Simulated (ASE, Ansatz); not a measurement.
# Convergence of a linear-scaling basis for Ti3C2O2 MXene, 1 layer (61 atoms)

Aim: test how closely localised support functions follow the reference on Ti3C2O2 MXene, 1 layer (61 atoms), and at what cost. A setting counts as converged where the r.m.s. difference of forces stays under 1 % of the r.m.s. force.

Program: Ansatz 0.2.0. Level of theory: Kohn-Sham DFT, PBE, PAW (set soft_2), plane waves. Results are calculated unless marked as measured.

This is a report of a sequence of runs, with most program output left out.

### 1. Set-up

The cell holds 61 atoms: 25 Ti, 18 C and 18 O. Cell: a = 9.120 Å, b = 9.120 Å, c = 20.900 Å, α = 90.0°, β = 90.0°, γ = 120.0°. It derives from Ti3C2O2 (Ti3C2O2 MXene). 1 layer of Ti3C2O2 MXene (a = 3.04 Å), 3 x 3 cells; 14 Å of vacuum; 2 Ti removed at random; every coordinate displaced by a Gaussian of 0.03 Å. Vacuum lies along c.

Limits known from the start: Beside vacuum, support functions can miss their usual error bounds without a warning. The main run has no spin polarisation, so moments on Ti can't form in it, and no Hubbard term.

### 2. Plane-wave single point

This run is the reference for what follows, at a cutoff of 420 eV.

Contents of input.yaml:

```yaml
crystal:
  lattice:
    - [9.12, 0.0, 0.0]
    - [-4.56, 7.89815, 0.0]
    - [0.0, 0.0, 20.9]
  atoms:
    - { symbol: Ti, position: [0.99518, 0.9966, 0.50029] }
    - { symbol: C, position: [0.11156, 0.22162, 0.56145] }
    - { symbol: C, position: [0.22161, 0.11901, 0.43897] }
    - { symbol: Ti, position: [0.10974, 0.22207, 0.37761] }
    - { symbol: O, position: [0.99897, 0.99839, 0.66586] }
    - { symbol: O, position: [0.99969, 0.99851, 0.33704] }
    - { symbol: Ti, position: [0.99968, 0.32884, 0.49692] }
    - { symbol: C, position: [0.11054, 0.54848, 0.56064] }
[... 49 atom lines left out ...]
    - { symbol: Ti, position: [0.88832, 0.77879, 0.62149] }
    - { symbol: Ti, position: [0.77981, 0.88968, 0.37926] }
    - { symbol: O, position: [0.67051, 0.6666, 0.66316] }
    - { symbol: O, position: [0.66345, 0.66885, 0.33464] }
kpoints:
  mp_grid: { grid: [2, 2, 1] }
hamiltonian:
  xc: pbe
scf:
  occupations: { method: gaussian, width: 0.05 }
output:
  forces: true
  populations: true
  dos:
    method: { smearing: { sigma: 0.1 } }
    de: 0.1
    projected:
      site_lists:
        C: [C]
        O: [O]
        Ti: [Ti]
        layer_1: [0, 1, 2, 3, 4, 5, 6, 7, 8, 9, 10, 11, 12, 13, 14, 15, 16, 17, 18, 19, 20, 21, 22, 23, 24, 25, 26, 27, 28, 29, 30, 31, 32, 33, 34, 35, 36, 37, 38, 39, 40, 41, 42, 43, 44, 45, 46, 47, 48, 49, 50, 51, 52, 53, 54, 55, 56, 57, 58, 59, 60]
  eigenvalues: true
  write_density: true
  write_potential: true
  volumetric_format: npy
```

Command:

```sh
> ansatz run input.yaml --threads 8 --pin off --max-ram 15872MiB --backend cpu --events-out ev --progress --plain --runs-dir out
```

It took 44 s on 8 threads of Arm Neoverse V2, shared host; peak memory 8.1 GiB.

The program notes that the exchange-correlation potential is rough where the density is thin.

The run gave:

| Quantity | Value |
| --- | --- |
| free energy | -77262.3328 eV |
| free energy per atom | -1266.5956 eV/atom |
| SCF cycles | 13 |
| r.m.s. force component | 1.139 eV/Å |
| longest force | 4.084 eV/Å |
| Fermi energy | 0.9709 eV |
| levels partly filled by over 2 per cent | 6 |
| potential in mid-vacuum, over the Fermi level | 6.867 eV |
| potential 4.5 Å over the upper face | 6.836 eV |
| potential 4.5 Å under the lower face | 6.896 eV |
| spilling of the projection | 0.003387 |

The r.m.s. force component of 1.1 eV/Å sets the scale for the differences below.

### 3. Support functions low

The cell is solved in localised support functions.

This step: Kohn-Sham DFT, PBE, PAW (set soft_2), localised support functions (low) (Ansatz 0.2.0).

input.yaml, the sections that differ from step 2:

```yaml
scf:
  occupations: { method: gaussian, width: 0.05 }
  eigensolver: { kind: { support_functions: { accuracy: low } } }
  max_iter: 150
output:
  forces: true
  eigenvalues: true
# crystal, kpoints, hamiltonian: as in step 2
```

Wall time 1.8 min (8 threads); peak memory 4.4 GiB.

The program notes that the band table was not solved further than the SCF left it and it switched symmetry off.

Keys that differ from the reference: support_functions.accuracy = "low" and scf.max_iter = 150.

Forces differ from the reference by 0.69 meV/Å r.m.s., 0.061 % of their size, well within a tolerance of 1 %; the energy by -4.0 meV/atom. It took 1.8 min and 16 cycles; the reference's time can't be set against it, since the two runs asked for unlike analyses.

### 4. Support functions medium

The cell is solved in localised support functions. Besides, the program derives a nominal cutoff of 464 eV for this run, against the reference's 420.

This step: Kohn-Sham DFT, PBE, PAW (set soft_2), localised support functions (medium) (Ansatz 0.2.0).

input.yaml, the sections that differ from step 3:

```yaml
scf:
  occupations: { method: gaussian, width: 0.05 }
  eigensolver: { kind: { support_functions: { accuracy: medium } } }
  max_iter: 150
# crystal, kpoints, hamiltonian, output: as in step 3
```

The job ended after 2.2 min (8 threads; peak memory 4.6 GiB; 17 min of CPU time).

Keys that differ from the reference: support_functions.accuracy = "medium" and scf.max_iter = 150.

Forces differ from the reference by 0.67 meV/Å r.m.s., 0.059 % of their size, well within a tolerance of 1 %; the energy by -4.0 meV/atom. It took 2.2 min and 17 cycles; the reference's time can't be set against it, since the two runs asked for unlike analyses.

### 5. Support functions medium, radius 3.05 Å

The radius confines each support function; a larger one gives more freedom and more work per atom.

input.yaml, the sections that differ from step 4:

```yaml
scf:
  occupations: { method: gaussian, width: 0.05 }
  eigensolver: { kind: { support_functions: { accuracy: medium, radius: 3.05 } } }
  max_iter: 150
# crystal, kpoints, hamiltonian, output: as in step 4
```

Elapsed: 2.9 s, on 8 threads; peak memory 0.38 GiB.

The program refuses radii under 3.42 Å for these atoms at this level.

### 6. Support functions medium, radius 3.49 Å

The radius confines each support function; a larger one gives more freedom and more work per atom. Besides, the program derives a nominal cutoff of 464 eV for this run, against the reference's 420.

input.yaml, the sections that differ from step 5:

```yaml
scf:
  occupations: { method: gaussian, width: 0.05 }
  eigensolver: { kind: { support_functions: { accuracy: medium, radius: 3.49 } } }
  max_iter: 150
# crystal, kpoints, hamiltonian, output: as in step 5
```

Elapsed: 1.9 min, on 8 threads; peak memory 4.4 GiB.

Keys that differ from the reference: support_functions.accuracy = "medium", support_functions.radius = 3.49 and scf.max_iter = 150.

Forces differ from the reference by 0.71 meV/Å r.m.s., 0.063 % of their size, well within a tolerance of 1 %; the energy by -4.0 meV/atom. It took 1.9 min and 17 cycles; the reference's time can't be set against it, since the two runs asked for unlike analyses.

### 7. All settings compared

Differences are against the plane-wave reference (Kohn-Sham DFT, PBE, PAW (set soft_2), plane waves), whose r.m.s. force component is 1.14 eV/Å. Energies are set beside the reference only for runs with its functional, potentials and electron count. Times are for 8 threads of Arm Neoverse V2, shared host. The reference's time includes the DOS and grids, which some other runs skip.

| run | Δ force, r.m.s. (meV/Å) | share of r.m.s. force (%) | Δ energy (meV/atom) | cycles | time | host memory (GiB) |
| --- | --- | --- | --- | --- | --- | --- |
| reference | - | - | - | 13 | 44 s | 8.1 |
| support functions low | 0.69 | 0.0606 | -3.99 | 16 | 1.8 min | 4.4 |
| support functions medium | 0.673 | 0.0591 | -3.99 | 17 | 2.2 min | 4.6 |
| support functions medium, radius 3.49 Å | 0.713 | 0.0626 | -3.99 | 17 | 1.9 min | 4.4 |

### 8. The reference in detail

With the settings judged, the reference run is read for its physics.

Neighbours are counted within 2.64 Å (Ti-C), 2.64 Å (Ti-O).

Length of the force by element and coordination:

| element | coordination | atoms | mean length of the force (eV/Å) | spread | least | most |
| --- | --- | --- | --- | --- | --- | --- |
| C | all | 18 | 1.59 | 0.438 | 1.06 | 2.47 |
| C | 5 | 6 | 1.40 | 0.214 | 1.14 | 1.72 |
| C | 6 | 12 | 1.68 | 0.488 | 1.06 | 2.47 |
| O | all | 18 | 1.28 | 0.941 | 0.139 | 2.97 |
| O | 2 | 6 | 2.54 | 0.359 | 1.95 | 2.97 |
| O | 3 | 12 | 0.646 | 0.265 | 0.139 | 1.10 |
| Ti | all | 25 | 2.07 | 1.20 | 0.417 | 4.08 |

Löwdin charges by element and coordination (they lack the spilled electrons, 0.027 e an atom on average):

| element | coordination | atoms | mean charge (e) | spread | least | most |
| --- | --- | --- | --- | --- | --- | --- |
| C | all | 18 | -0.783 | 0.0844 | -0.860 | -0.637 |
| C | 5 | 6 | -0.665 | 0.0134 | -0.677 | -0.637 |
| C | 6 | 12 | -0.842 | 0.012 | -0.860 | -0.819 |
| O | all | 18 | -0.557 | 0.0338 | -0.590 | -0.504 |
| O | 2 | 6 | -0.510 | 0.0036 | -0.515 | -0.504 |
| O | 3 | 12 | -0.581 | 0.0074 | -0.590 | -0.564 |
| Ti | all | 25 | 1.03 | 0.130 | 0.829 | 1.15 |

By region:

| region | atoms | mean length of the force (eV/Å) |
| --- | --- | --- |
| layer 1 | 61 | 1.70 |

Density of states as counts of states in windows of 1 eV (from the Fermi level), total and the larger projections:

| from (eV) | to (eV) | total | layer 1 | Ti d | O p | C p | C s |
| --- | --- | --- | --- | --- | --- | --- | --- |
| -14 | -12 | 0.0 | 0.0 | 0.0 | 0.0 | 0.0 | 0.0 |
| -12 | -11 | 1.0 | 1.0 | 0.0 | 0.0 | 0.0 | 0.4 |
| -11 | -10 | 6.8 | 6.8 | 0.5 | 0.1 | 0.2 | 3.5 |
| -10 | -9 | 21.1 | 21.0 | 4.0 | 0.2 | 0.3 | 13.9 |
| -9 | -8 | 7.1 | 7.1 | 1.3 | 0.0 | 0.1 | 5.2 |
| -8 | -6 | 0.0 | 0.0 | 0.0 | 0.0 | 0.0 | 0.0 |
| -6 | -5 | 7.4 | 7.4 | 1.9 | 3.5 | 1.3 | 0.1 |
| -5 | -4 | 47.6 | 47.3 | 11.8 | 26.1 | 6.4 | 0.5 |
| -4 | -3 | 42.2 | 41.9 | 10.2 | 19.1 | 10.4 | 0.4 |
| -3 | -2 | 45.2 | 44.9 | 14.2 | 15.0 | 14.1 | 0.3 |
| -2 | -1 | 40.5 | 40.2 | 12.4 | 12.8 | 13.9 | 0.4 |
| -1 | 0 | 24.4 | 24.1 | 6.2 | 7.3 | 10.1 | 0.2 |
| 0 | 1 | 11.9 | 11.8 | 5.1 | 2.5 | 4.0 | 0.1 |
| 1 | 2 | 19.8 | 19.6 | 15.0 | 2.0 | 2.3 | 0.1 |
| 2 | 3 | 53.1 | 52.7 | 45.7 | 3.1 | 3.1 | 0.3 |

Between -26 and -14 eV lie 36 more states.

The stored curve holds about 279 of the 480 electrons; the rest, give or take the few that broadening carries across the Fermi level, lie in deeper levels below its range.

The levels nearest the highest filled one (over half full), pooled over k-points and spins:

| level less the highest filled one (eV) | occupation |
| --- | --- |
| -0.0868 | 2.00 |
| -0.0831 | 2.00 |
| -0.0545 | 1.98 |
| -0.0413 | 1.94 |
| -0.0016 | 1.55 |
| 0 | 1.52 |
| 0.0345 | 0.785 |
| 0.0739 | 0.165 |
| 0.0886 | 0.071 |
| 0.130 | 0.003 |
| 0.205 | 0 |
| 0.307 | 0 |

Planar average of the electrostatic potential energy along the normal, with the Fermi level as zero, after a running mean with a triangular window 4 Å wide at its base:

| height (Å) | potential energy (eV) |
| --- | --- |
| 0.0 | 6.87 |
| 0.6 | 6.87 |
| 1.2 | 6.88 |
| 1.7 | 6.89 |
| 2.3 | 6.89 |
| 2.9 | 6.90 |
| 3.6 | 6.90 |
| 4.2 | 6.87 |
| 4.8 | 6.57 |
| 5.4 | 5.36 |
| 6.0 | 2.99 |
| 6.5 | -0.37 |
| 7.1 | -3.85 |
| 7.7 | -6.32 |
| 8.3 | -7.48 |
| 8.9 | -7.87 |
| 9.4 | -7.93 |
| 10.0 | -8.10 |
| 10.7 | -8.13 |
| 11.3 | -7.88 |
| 11.9 | -7.85 |
| 12.5 | -7.61 |
| 13.1 | -6.80 |
| 13.6 | -4.77 |
| 14.2 | -1.49 |
| 14.8 | 2.02 |
| 15.4 | 4.71 |
| 16.0 | 6.25 |
| 16.5 | 6.74 |
| 17.1 | 6.81 |
| 17.9 | 6.83 |
| 18.4 | 6.84 |
| 19.0 | 6.85 |
| 19.6 | 6.85 |
| 20.2 | 6.86 |
| 20.8 | 6.87 |

Electrostatic potential energy in the ca plane at fractional y = 0.002, with atoms of Ti and O within 0.2 Å of it. With pseudopotentials it is smooth inside the atoms' cores, unlike the true potential.

Values in eV, 13 rows by 16 columns, each cell a mean:
```
  8   1 -22   0  -2 -30 -15   2  -8 -15   8   8   8   8   8   8
  8   6  -2  -8  -2  -4  -1  -3  -7   4   8   8   8   8   8   8
  8   6  -2  -7  -1  -2  -1  -3  -7   4   7   8   8   8   8   8
  8   0 -21   1  -1 -27 -14   2  -8 -13   7   8   8   8   8   8
  8  -4 -30   2  -3 -34 -20   2 -14 -24   7   8   8   8   8   8
  8   6  -3  -4   0 -12  -5  -1  -6   1   7   8   8   8   8   8
  8   6  -3  -9  -1   0   1  -3  -9   4   7   8   8   8   8   8
  8   4 -10  -1  -1 -20  -8   2  -4  -3   8   8   8   8   8   8
  8  -5 -33   2  -4 -35 -19   4 -15 -24   8   8   8   8   8   8
  8   4 -10  -1   0 -21  -8   5   1  -3   8   8   8   8   8   8
  8   6  -4 -10   0   1   1   4   8   8   8   8   8   8   8   8
  8   6  -4  -5   1  -9  -3   5   6   5   8   8   8   8   8   8
  8  -2 -31   1  -3 -33 -18   4 -10 -22   8   8   8   8   8   8
```
Columns run along c (16.0 Å, from fractional 0.23 to 1.00 of the cell; values clipped at the 3rd and 97th percentile), rows up along a (9.1 Å). Atoms in or near the plane, at fractional coordinates: Ti at (0.50, 0.00), O at (0.67, 0.00), O at (0.34, 0.00), Ti at (0.50, 0.33), O at (0.66, 0.33), O at (0.34, 0.34), Ti at (0.50, 0.67), O at (0.67, 0.67), O at (0.33, 0.67).

Valence density in the ca plane at fractional y = 0.002, with atoms of Ti and O within 0.2 Å of it. It is the smooth field of the valence electrons, not physical close to the nuclei.

Ten steps, logarithmic in the rise over the least value, from '0' (0.00 × 1e0 e/Å³) to '9' (9.30 × 1e0 e/Å³), each cell a mean:
```
00000000000147885322237998422124788520000000
00000000000024554323334675322223565310000000
00000000000012333334443333333333332100000000
00000000000001123444443223344444321000000000
00000000000001223334443223343333321100000000
00000000000023443323333454333223443210000000
00000000000136775322235887422224677420000000
00000000000148986321237998522124798620000000
00000000000147885322236998522224788520000000
00000000000124554222234676322223565310000000
00000000000012333333333333333333332100000000
00000000000001123444443222344344321000000000
00000000000001223333433223333333321100000000
00000000000023443323333454333223443210000000
00000000000136775322236887422224676420000000
00000000000147986321237998521125798520000000
00000000000147885322237998421124788520000000
00000000000024654222234675322113565310000000
00000000000012333333333333332211222100000000
00000000000001123443333222333210010000000000
00000000000001233433333222333211111000000000
00000000000013443323333444322112343210000000
00000000000136775322235887421113677420000000
00000000000147986321237998521124798630000000
```
Columns run along c (16.0 Å, from fractional 0.09 to 0.85 of the cell), rows up along a (9.1 Å). Atoms in or near the plane, at fractional coordinates: Ti at (0.50, 0.00), O at (0.67, 0.00), O at (0.34, 0.00), Ti at (0.50, 0.33), O at (0.66, 0.33), O at (0.34, 0.34), Ti at (0.50, 0.67), O at (0.67, 0.67), O at (0.33, 0.67).

Forces differ by site in this geometry: O atoms with 2 neighbours bear 2.5 eV/Å on average, against 0.65 eV/Å for those with 3. Mean Löwdin charges: C -0.78, O -0.56, Ti +1.03 e (they miss 0.34 % of the electrons, so they add up to more than the cell's charge). Within 0.4 eV of the Fermi level the largest share is C p (47 % of the projected weight). The potential stands 6.84 eV above the Fermi level over the upper face and 6.90 eV under the lower one, a reading of the work function, with no dipole correction.

### 9. Structure statistics

These statistics describe the geometry on which the runs were made.

Normalised to the volume that the atoms fill. Pair distribution functions g(r), in bins of 0.2 Å:

| r (Å) | total | Ti-Ti | Ti-C | Ti-O | C-C | C-O | O-O |
| --- | --- | --- | --- | --- | --- | --- | --- |
| 1.90 | 1.48 | 0.00 | 0.00 | 6.10 | 0.00 | 0.00 | 0.00 |
| 2.10 | 2.57 | 0.00 | 9.70 | 0.96 | 0.00 | 0.00 | 0.00 |
| 2.30 | 0.64 | 0.00 | 2.63 | 0.00 | 0.00 | 0.00 | 0.00 |
| 2.50 | 0.00 | 0.00 | 0.00 | 0.00 | 0.00 | 0.00 | 0.00 |
| 2.70 | 0.61 | 0.00 | 0.00 | 0.00 | 0.00 | 3.54 | 0.00 |
| 2.90 | 0.67 | 0.46 | 0.00 | 0.00 | 1.63 | 1.97 | 1.25 |
| 3.10 | 3.37 | 9.75 | 0.00 | 0.00 | 11.93 | 0.00 | 7.99 |
| 3.30 | 0.04 | 0.00 | 0.00 | 0.10 | 0.15 | 0.00 | 0.00 |
| 3.50 | 0.33 | 0.00 | 0.00 | 1.35 | 0.00 | 0.00 | 0.00 |
| 3.70 | 1.35 | 0.00 | 4.08 | 1.50 | 0.00 | 0.00 | 0.00 |
| 3.90 | 0.17 | 0.00 | 0.69 | 0.00 | 0.00 | 0.00 | 0.00 |
| 4.10 | 0.41 | 0.00 | 0.00 | 0.00 | 0.00 | 2.38 | 0.00 |
| 4.30 | 0.56 | 2.05 | 0.00 | 0.00 | 2.19 | 0.13 | 0.00 |
| 4.50 | 0.50 | 0.04 | 0.00 | 2.00 | 0.08 | 0.00 | 0.00 |
| 4.70 | 1.24 | 0.00 | 1.75 | 3.38 | 0.00 | 0.00 | 0.00 |
| 4.90 | 1.45 | 0.00 | 5.55 | 0.00 | 0.00 | 0.60 | 0.00 |
| 5.10 | 0.81 | 0.06 | 0.00 | 0.00 | 0.71 | 4.20 | 0.06 |
| 5.30 | 1.62 | 5.21 | 0.00 | 0.00 | 5.31 | 0.14 | 3.02 |
| 5.50 | 0.04 | 0.17 | 0.00 | 0.00 | 0.11 | 0.00 | 0.00 |
| 5.70 | 0.01 | 0.00 | 0.00 | 0.00 | 0.00 | 0.05 | 0.00 |
| 5.90 | 0.22 | 0.02 | 0.00 | 0.00 | 0.04 | 1.20 | 0.00 |
| 6.10 | 0.75 | 1.87 | 0.00 | 0.15 | 2.23 | 0.00 | 2.31 |
| 6.30 | 0.81 | 0.11 | 0.29 | 2.96 | 0.04 | 0.00 | 0.00 |
| 6.50 | 1.20 | 0.00 | 3.77 | 0.50 | 0.00 | 0.95 | 0.00 |
| 6.70 | 0.64 | 0.50 | 0.01 | 0.00 | 0.56 | 2.88 | 0.00 |
| 6.90 | 0.81 | 1.91 | 0.00 | 1.43 | 1.28 | 0.03 | 0.30 |
| 7.10 | 0.68 | 0.00 | 1.84 | 0.95 | 0.00 | 0.00 | 0.00 |
| 7.30 | 0.23 | 0.02 | 0.36 | 0.00 | 0.09 | 0.73 | 0.00 |

Bonds by pair of elements; cutoffs follow the first minimum of g(r), held within bounds set by covalent radii, and pairs that aren't listed don't count as bonded:

| pair A-B | cutoff (Å) | bonds | mean length (Å) | spread (Å) | shortest (Å) | B about A | A about B |
| --- | --- | --- | --- | --- | --- | --- | --- |
| Ti-C | 2.64 | 102 | 2.17 | 0.04 | 2.03 | 4.08 | 5.67 |
| Ti-O | 2.64 | 48 | 1.97 | 0.034 | 1.92 | 1.92 | 2.67 |

How many atoms have how many bonded neighbours:

| element | mean | 2 | 3 | 5 | 6 |
| --- | --- | --- | --- | --- | --- |
| C | 5.67 | 0 | 0 | 6 | 12 |
| O | 2.67 | 6 | 12 | 0 | 0 |
| Ti | 6 | 0 | 0 | 0 | 25 |

With the cutoffs above, 67 % of C atoms have 6, 67 % of O atoms have 3 and all Ti atoms have 6 bonded neighbours.

A closer look about Ti52, which bears the longest force: 15 atoms, nearest first, numbered in the order of the input, with positions taken from that point.

| atom | x | y | z | distance (Å) | bonds | Löwdin charge (e) | Fx | Fy | Fz (eV/Å) |
| --- | --- | --- | --- | --- | --- | --- | --- | --- | --- |
| Ti52 | 0.00 | 0.00 | 0.00 | 0.00 | 6 | 1.12 | -3.03 | 0.65 | -2.66 |
| O20 | 1.47 | 0.87 | -0.93 | 1.95 | 3 | -0.58 | 0.04 | 0.00 | 0.13 |
| O54 | -0.10 | -1.79 | -0.92 | 2.01 | 3 | -0.57 | 1.08 | 0.16 | 0.07 |
| O61 | -1.62 | 0.87 | -0.96 | 2.08 | 2 | -0.51 | 2.10 | 0.97 | 1.73 |
| C50 | 1.44 | -0.91 | 1.23 | 2.11 | 6 | -0.84 | 0.33 | 0.20 | 1.50 |
| C57 | -0.09 | 1.77 | 1.18 | 2.13 | 6 | -0.84 | 0.87 | -0.64 | 1.99 |
| C30 | -1.59 | -0.89 | 1.24 | 2.21 | 5 | -0.67 | 0.52 | 0.11 | 1.47 |
| Ti11 | 3.00 | -0.03 | -0.05 | 3.00 | 6 | 1.13 | 2.38 | 1.15 | -2.01 |
| Ti18 | 1.46 | 2.64 | -0.07 | 3.01 | 6 | 1.14 | 0.51 | 0.23 | -0.69 |
| Ti14 | 1.43 | 0.89 | 2.50 | 3.01 | 6 | 0.85 | 0.50 | -0.41 | 0.01 |
| Ti45 | 1.45 | -2.65 | -0.07 | 3.02 | 6 | 1.14 | -0.18 | -0.61 | -1.27 |
| Ti59 | -1.57 | 2.61 | -0.03 | 3.05 | 6 | 1.11 | -0.87 | -2.67 | -2.61 |
| Ti55 | -1.57 | 0.84 | 2.48 | 3.05 | 6 | 0.87 | -1.04 | -0.22 | 0.20 |
| Ti25 | -1.55 | -2.64 | 0.00 | 3.06 | 6 | 1.12 | -2.40 | 1.21 | -2.46 |
| Ti48 | -0.11 | -1.74 | 2.52 | 3.06 | 6 | 0.83 | 0.69 | -0.63 | -0.29 |

The column of bonds counts only the pairs Ti-C within 2.64 Å, Ti-O within 2.64 Å; other neighbours, such as metal atoms beside each other in a compound, aren't counted, and periodic images can show an atom twice.

### 10. Summary of results

| Quantity | Value |
| --- | --- |
| free energy per atom | -1266.5956 eV/atom |
| r.m.s. force component | 1.139 eV/Å |
| potential in mid-vacuum, over the Fermi level | 6.867 eV |
| wall time of the 4 DFT runs | 6.6 min |

Against plane waves at 420 eV, the forces differ by 0.67 meV/Å (0.059 %) with support functions medium. At 61 atoms the fastest of the runs at a preset level, support functions low, takes roughly 2.4 times the time of plane waves (whose run also made extra analyses, so the like-for-like ratio is larger), in 16 SCF cycles against 13. Differences between support functions and plane waves include what basis error the plane-wave run still has. The force difference hardly changes among these support-function runs, which points to the basis of the plane-wave reference as its main source.

Counting bands leaves a spacing of only 0.035 eV (on the run's k-points), which the smearing bridges: 6 levels are partly filled by over 2 %, so a gap, if any, is small at this level. Forces differ by site in this geometry: O atoms with 2 neighbours bear 2.5 eV/Å on average, against 0.65 eV/Å for those with 3. With the cutoffs above, 67 % of C atoms have 6, 67 % of O atoms have 3 and all Ti atoms have 6 bonded neighbours.

**Limits.** The geometry was built by rule, was displaced at random and isn't relaxed at this level: its force components are 1.1 eV/Å r.m.s.

[Logs are printed without paths, hosts, clocks, repeated set-up lines and the standing remarks that a program may print on its own settings, such as how far it seeks lower states.]

[Hosts, paths, dates, database ids (printed as entryN), source tags and the programs' standing remarks are cut or masked in the printed files.]
